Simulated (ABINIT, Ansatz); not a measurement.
# CaC2 (R-3m): one start, several treatments of the self-energy, part 2 of 2

Aim: compare treatments of exchange, screening and correlation for the gap of CaC2 (R-3m).

ABINIT 10.8.3; PBEsol and many-body steps on it, plane waves. Known limits of the many-body steps: not at the basis limit.

So far. Step 5 (G0W0, von der Linden-Horsch plasmon pole): Against G0W0 in ABINIT (4×4×4 mesh, 56 bands, screening to 114.3 eV, Godby-Needs plasmon pole), the gap moves by +0.103 eV. Step 6 (G0W0, Hybertsen-Louie plasmon pole): Against G0W0 in ABINIT (4×4×4 mesh, 56 bands, screening to 114.3 eV, Godby-Needs plasmon pole), the gap moves by +0.173 eV.

## 7. One-shot Hartree-Fock

This step: one-shot Hartree-Fock on PBEsol, plane waves, norm-conserving pseudopotentials.

Input file run.abi:

```
acell 3*1.0 Angstrom
rprim 
  1.944397984288 1.122598699617 3.953874776707
  -1.944397984288 1.122598699617 3.953874776707
  -0.000000000000 -2.245197399304 3.953874776686
ntypat 2
znucl 20 6
natom 3
typat 1 2 2
xred 
  0.000000000000 0.000000000000 0.000000000000
  0.552915000000 0.552915000000 0.552915000000
  0.447085000000 0.447085000000 0.447085000000
pp_dirpath "pseudos"
pseudos "Ca.upf, C.upf"
ecut 37
ngkpt 4 4 4
nshiftk 1
shiftk 0 0 0
kptopt 1
chksymbreak 0
istwfk *1
occopt 1
irdwfk 1
optdriver 4
nband 13
gwcalctyp 5
ecutsigx 37
symsigma 1
nkptgw 3
kptgw 
  0.5000000000 0.5000000000 0.5000000000
  0.5000000000 0.5000000000 0.0000000000
  0.0000000000 0.0000000000 0.0000000000
bdgw 
  7 11
  8 11
  8 11
ixc_sigma 40
fftgw 31
indata_prefix "in"
outdata_prefix "out"
tmpdata_prefix "tmp"
```

Command:

```sh
$ OMP_NUM_THREADS=1 mpirun -n 4 abinit run.abi > log
```

The program printed:

```text
.Version 10.8.3 of ABINIT. v10.8.2 released Aug 2026.

 Symmetries : space group R-3 m (#166); Bravais hR (rhombohedral)
[... echo of the input left out ...]
== DATASET  1 ==================================================================
-   mpi_nproc: 4, omp_nthreads: 1 (-1 if OMP is not activated)

--- !DatasetInfo
iteration_state: {dtset: 1, }
dimensions: {natom: 3, nkpt: 13, mband: 13, nsppol: 1, nspinor: 1, nspden: 1, mpw: 3777, }
cutoff_energies: {ecut:  37.0, pawecutdg:  -1.0, }
[...]
Band     E0 <VxcDFT>   SigX SigC(E0)      Z dSigC/dE  Sig(E)    E-E0       E
[...]
10   5.629 -12.960  -7.505   0.000   1.000   0.000  -7.505   5.456  11.085
       11   5.629 -12.960  -7.505   0.000   1.000   0.000  -7.505   5.456  11.085

== END DATASET(S) ==============================================================
================================================================================

 -outvars: echo values of variables after computation  --------
           etotal      0.0000000000E+00
            nband          13
             nkpt          13
          spgroup         166
 [... the other variables as echoed above ...]

 Calculation completed.
```

Wall time 5.1 s (4 MPI ranks of Arm Neoverse N1, shared host); peak memory 0.53 GiB; 20 s of CPU time.

Numbers from this step:

| Property | Result |
| --- | --- |
| quasiparticle gap on the points computed | 11.05 eV |
| starting gap on the mesh | 2.585 eV |
| k of the valence top | 0, 0, 0 |
| k of the conduction bottom | 0.5, 0.5, 0 |
| least direct quasiparticle gap on the computed points | 11.83 eV |

Against G0W0 in ABINIT (4×4×4 mesh, 56 bands, screening to 114.3 eV, Godby-Needs plasmon pole), the gap moves by +6.474 eV.

## 8. Screening, 4×4×4 mesh, 56 bands, screening to 114.3 eV

This step: RPA screening on PBEsol, plane waves, norm-conserving pseudopotentials.

run.abi, as its differences from that of step 7:

```diff
@@ -24,18 +24,14 @@
 irdwfk 1
-optdriver 4
-nband 13
-gwcalctyp 5
-ecutsigx 37
-symsigma 1
-nkptgw 3
-kptgw 
-  0.5000000000 0.5000000000 0.5000000000
-  0.5000000000 0.5000000000 0.0000000000
-  0.0000000000 0.0000000000 0.0000000000
-bdgw 
-  7 11
-  8 11
-  8 11
-ixc_sigma 40
-fftgw 31
+optdriver 3
+nband 56
+ecuteps 4.2
+inclvkb 2
+awtr 1
+symchi 1
+gwcalctyp 2
+nfreqre 16
+freqremax 40 eV
+nfreqim 8
+spmeth 1
+nomegasf 120
 indata_prefix "in"
```

The program printed:

```text
.Version 10.8.3 of ABINIT. v10.8.2 released Aug 2026.

 Symmetries : space group R-3 m (#166); Bravais hR (rhombohedral)
[... echo of the input left out ...]
== DATASET  1 ==================================================================
-   mpi_nproc: 4, omp_nthreads: 1 (-1 if OMP is not activated)

--- !DatasetInfo
iteration_state: {dtset: 1, }
dimensions: {natom: 3, nkpt: 13, mband: 56, nsppol: 1, nspinor: 1, nspden: 1, mpw: 3777, }
cutoff_energies: {ecut:  37.0, pawecutdg:  -1.0, }
electrons: {nelect:   1.80000000E+01, charge:   0.00000000E+00, occopt:   1.00000000E+00, tsmear:   1.00000000E-02, }

 SCREENING: Calculation of the susceptibility and dielectric matrices

 Based on a program developped by R.W. Godby, V. Olevano, G. Onida, and L. Reining.
 Incorporated in ABINIT by V. Olevano, G.-M. Rignanese, and M. Torrent.
.Using double precision arithmetic ; gwpc =  8

[... cell and pseudopotentials left out ...]
--------------------------------------------------------------------------------

 ==== K-mesh for the wavefunctions ====
 Number of points in the irreducible wedge :    13
[... list of points left out ...]
 Together with 12 symmetry operations and time-reversal symmetry
 yields    64 points in the full Brillouin Zone.

 ==== Q-mesh for the screening function ====
 Number of points in the irreducible wedge :    13
[... list of points left out ...]
 Together with 12 symmetry operations and time-reversal symmetry
 yields    64 points in the full Brillouin Zone.

 setmesh: FFT mesh size selected  =    32x   32x   32
          total number of points  =        32768

 vcoul_init : cutoff-mode = AUXILIARY_FUNCTION
 q-points for optical limit:   1
     1)      0.000010    0.000020    0.000030

- screening: taking advantage of time-reversal symmetry
- Maximum band index for partially occupied states nbvw = 9
- Remaining bands to be divided among processors   nbcw = 47
- Number of bands treated by each node ~11

 Number of electrons calculated from density =   18.0000; Expected =   18.0000
 average of density, n =  0.051510
 r_s =    1.6673
 omega_plasma =   21.8928 [eV]

 calculating chi0 at frequencies [eV] :
  1    0.000000E+00    0.000000E+00
  2    2.666667E+00    0.000000E+00
  3    5.333333E+00    0.000000E+00
[...]
23    0.000000E+00    5.575719E+01
 24    0.000000E+00    7.850673E+01

--------------------------------------------------------------------------------
  q-point number  1        q = ( 0.000000, 0.000000, 0.000000) [r.l.u.]
--------------------------------------------------------------------------------
[... chi0 elements left out ...]
  [... further frequencies ...]

 No. of calculated frequencies >  15, stop printing
 For q-point:  0.000010 0.000020 0.000030
  dielectric constant =   3.8091
  dielectric constant without local fields =   4.7260

  Average fulfillment of the sum rule on Im[epsilon] for q-point    1 :     57.94  [%]
[... wings left out ...]
  q-point number  2        q = ( 0.250000, 0.000000, 0.000000) [r.l.u.]
--------------------------------------------------------------------------------
[... chi0 elements left out ...]
  [... further frequencies ...]

 No. of calculated frequencies >  15, stop printing
  Average fulfillment of the sum rule on Im[epsilon] for q-point    2 :     70.65  [%]

 [... 11 further q-points ...]
```

Run time: 52 s. Hardware: 4 MPI ranks; peak memory 1.1 GiB.

Numbers from this step:

- ε∞ with local fields, on this mesh, along the program's q direction: 3.809
- the same without local fields: 4.726
- plasma frequency: 21.89 eV
- plane waves in the screening matrix: 139

## 9. G0W0, contour deformation

This step: G0W0 on PBEsol, plane waves, norm-conserving pseudopotentials.

run.abi, as its differences from that of step 8:

```diff
@@ -24,14 +24,18 @@
 irdwfk 1
-optdriver 3
+optdriver 4
 nband 56
+gwcalctyp 2
+ecutsigx 37
+symsigma 1
+nkptgw 3
+kptgw 
+  0.5000000000 0.5000000000 0.5000000000
+  0.5000000000 0.5000000000 0.0000000000
+  0.0000000000 0.0000000000 0.0000000000
+bdgw 
+  7 11
+  8 11
+  8 11
 ecuteps 4.2
-inclvkb 2
-awtr 1
-symchi 1
-gwcalctyp 2
-nfreqre 16
-freqremax 40 eV
-nfreqim 8
-spmeth 1
-nomegasf 120
+irdscr 1
 indata_prefix "in"
```

The program printed:

```text
.Version 10.8.3 of ABINIT. v10.8.2 released Aug 2026.

 Symmetries : space group R-3 m (#166); Bravais hR (rhombohedral)
[... echo of the input left out ...]
== DATASET  1 ==================================================================
-   mpi_nproc: 4, omp_nthreads: 1 (-1 if OMP is not activated)

--- !DatasetInfo
iteration_state: {dtset: 1, }
dimensions: {natom: 3, nkpt: 13, mband: 56, nsppol: 1, nspinor: 1, nspden: 1, mpw: 3777, }
cutoff_energies: {ecut:  37.0, pawecutdg:  -1.0, }
[...]
Band     E0 <VxcDFT>   SigX SigC(E0)      Z dSigC/dE  Sig(E)    E-E0       E
[...]
11   5.629 -12.960  -7.505  -3.142   0.786  -0.272 -11.142   1.818   7.448
       11   0.000   0.000   0.000   0.000   0.000   0.000   0.000   0.000   0.000

== END DATASET(S) ==============================================================
================================================================================

 -outvars: echo values of variables after computation  --------
           etotal      0.0000000000E+00
            nband          56
             nkpt          13
          spgroup         166
 [... the other variables as echoed above ...]

 Calculation completed.
```

The job ended after 9.3 s (4 MPI ranks; peak memory 0.97 GiB).

Numbers from this step:

```
G0W0 gap on the points computed              : 4.541 eV
starting gap on the mesh                     : 2.585 eV
k of the valence top                         : 0.5, 0.5, 0.5
k of the conduction bottom                   : 0.5, 0.5, 0
least direct G0W0 gap on the computed points : 5.877 eV
```

Against G0W0 in ABINIT (4×4×4 mesh, 56 bands, screening to 114.3 eV, Godby-Needs plasmon pole), the gap moves by −0.034 eV.

## 10. Side by side

Times are wall times on 4 MPI ranks of Arm Neoverse N1, shared host, good to a factor of about two. A run's time includes the screening step that it read.

```csv
run,mesh,bands,screening cutoff (eV),DFT gap (eV),gap on the mesh (eV),direct (eV),ε∞ used,time
"G0W0, Godby-Needs plasmon pole",4×4×4,56,114.3,2.585,4.575,5.955,3.80,55 s
"G0W0, von der Linden-Horsch plasmon pole",4×4×4,56,114.3,2.585,4.678,6.151,3.80,51 s
"G0W0, Hybertsen-Louie plasmon pole",4×4×4,56,114.3,2.585,4.748,6.117,3.80,54 s
one-shot Hartree-Fock,4×4×4,-,-,2.585,11.049,11.833,-,5.1 s
"G0W0, contour deformation",4×4×4,56,114.3,2.585,4.541,5.877,3.81,61 s
```

## 11. Outcome

```json
{
 "G0W0, Godby-Needs plasmon pole": "4.575 eV",
 "G0W0, von der Linden-Horsch plasmon pole": "4.678 eV",
 "G0W0, Hybertsen-Louie plasmon pole": "4.748 eV",
 "one-shot Hartree-Fock": "11.049 eV",
 "G0W0, contour deformation": "4.541 eV",
 "known limits": "not at the basis limit"
}
```

In words: G0W0, von der Linden-Horsch plasmon pole: +0.103 eV against G0W0, Godby-Needs plasmon pole. G0W0, Hybertsen-Louie plasmon pole: +0.173 eV against G0W0, Godby-Needs plasmon pole. One-shot Hartree-Fock: +6.474 eV against G0W0, Godby-Needs plasmon pole. G0W0, contour deformation: −0.034 eV against G0W0, Godby-Needs plasmon pole. Bare exchange alone opens the gap to 11.05 eV; against G0W0, correlation takes back 6.47 eV. Bands and cutoff are finite, so the gap is not at the basis limit. The miss can reach some tenths of an eV and take either sign; the mesh is an error of its own. In the first G0W0 run levels were corrected at 3 k points alone, so a gap called «on the mesh» is the least over those, and an edge elsewhere would be missed.

[Paths, hosts, dates, memory and timing lines, banners, echoed tables and standing remarks are left out of the program output.]

[Logs are printed without paths, hosts, clocks, repeated set-up lines and the standing remarks that a program may print on its own settings, such as how far it seeks lower states.]

[Runs of the session that timed out or met a known fault of the program may be left out.]

[No measured gap is set beside runs whose start may be inverted or whose files or cutoffs have a known fault.]

[Hosts, paths, dates, database ids (printed as entryN), source tags and the programs' standing remarks are cut or masked in the printed files.]

[G0W0 gaps are taken among the corrected bands and points alone; a level outside them can change the order at an edge.]

[Where Ansatz stands beside ABINIT at settings called matched, ABINIT's density can come from a denser mesh and the files from another edition; pairs whose starting gaps differed by over 0.03 eV were left out, so agreement reads better than it is.]
